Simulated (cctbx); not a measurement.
# What is wrong with this refinement?

Cell a = 3.6280 Å, b = 3.6280 Å, c = 25.5100 Å, α = 90.00°, β = 90.00°, γ = 120.00°; space group R3m (no. 160).

The data are simulated with cctbx, not measured: synchrotron X-rays, λ = 0.6889 Å, to d = 0.84 Å, 80 % of the full sphere, strongest reflection 40000 counts, noise from counting, a 6 % proportional error and a noise floor of 4 counts (s.d.); no absorption.

An anisotropic refinement with weights 1/σ² prints:

```text
Rint 0.040, 178 unique reflections to 0.84 A
cycle     R1     wR2    GooF  max shift (A)
   1  0.0280  0.1176   2.988   0.00086
   2  0.0189  0.0567   1.442   0.00000
final R1 0.0189 wR2 0.0567 GooF 1.442  parameters 9  data/parameter 19.8
atom        x        y        z      Ueq    occ   su(xyz)  su(Uiso or U11)
Dy1    0.66667  0.33333  0.11221   0.0112  1.000  0.00003  0.0004
Tb1    0.66667  0.33333  0.32891   0.0055  1.000  0.00003  0.0004
Eu1    0.00000  0.00000  0.22358   0.0043  1.000  0.00003  0.0003
difference map: max 0.81 min -1.76 rms 0.28
Q1    0.0880  0.1760  0.2390    9    0.84  0.68 A from Eu1
Q2    0.2079  0.1040  0.5347    9    0.63  1.55 A from Eu1
Q3    0.0000  0.0000  0.8105    3    0.61  0.81 A from Dy1
Q4    0.1823  0.3646  0.7893    9    0.57  1.18 A from Dy1
Q5    0.2428  0.1214  0.9709    9    0.54  0.99 A from Tb1
Q6    0.9839  0.4920  0.7735    9    0.54  1.82 A from Dy1
```

Q: Accept it or mend it, and why?

Mend it. The fault: wrong element: Eu1 is Tb. Against the right model at the same level, R1 goes from 0.0169 to 0.0189 and GooF from 1.00 to 1.44. Eu1 has 2 electrons too few and its U shrinks to make up, as expected (near an absorption edge f′ can widen the mismatch well beyond the difference in Z). The signs are weak, and the output alone doesn't single this fault out.

The compound is Tb2Dy. The right model at the same level gives:

```text
Rint 0.040, 178 unique reflections to 0.84 A
cycle     R1     wR2    GooF  max shift (A)
   1  0.0252  0.0841   2.137   0.00049
   2  0.0169  0.0392   0.996   0.00000
final R1 0.0169 wR2 0.0392 GooF 0.996  parameters 9  data/parameter 19.8
atom        x        y        z      Ueq    occ   su(xyz)  su(Uiso or U11)
Dy1    0.66667  0.33333  0.11222   0.0103  1.000  0.00002  0.0002
Tb1    0.66667  0.33333  0.32888   0.0047  1.000  0.00002  0.0003
Tb2    0.00000  0.00000  0.22360   0.0060  1.000  0.00002  0.0002
Flack x: -0.4(2)
Hooft y: -0.174(322)  Bijvoet pairs: 86
difference map: max 0.62 min -1.39 rms 0.26
Q1    0.1216  0.2433  0.2412    9    0.67  0.89 A from Tb2
Q2    0.1199  0.2399  0.1911    9    0.62  1.12 A from Tb2
Q3    0.2379  0.1189  0.9738    9    0.55  0.93 A from Tb1
Q4    0.1842  0.3683  0.7878    9    0.54  1.18 A from Dy1
Q5    0.0000  0.0000  0.8115    3    0.53  0.83 A from Dy1
Q6    0.1947  0.0974  0.8102    9    0.51  1.01 A from Dy1
```

Isotropic U is held between 0.0001 and 1 Å² by the program, and listed peak heights are interpolated, so they can pass the grid's maximum.

The model is made up (kin elements in a known structure type, no relaxation), so it says nothing on whether the phase exists.

[Middle refinement cycles are left out of these outputs.]

[Logs are printed without paths, hosts, clocks, repeated set-up lines and the standing remarks that a program may print on its own settings, such as how far it seeks lower states.]
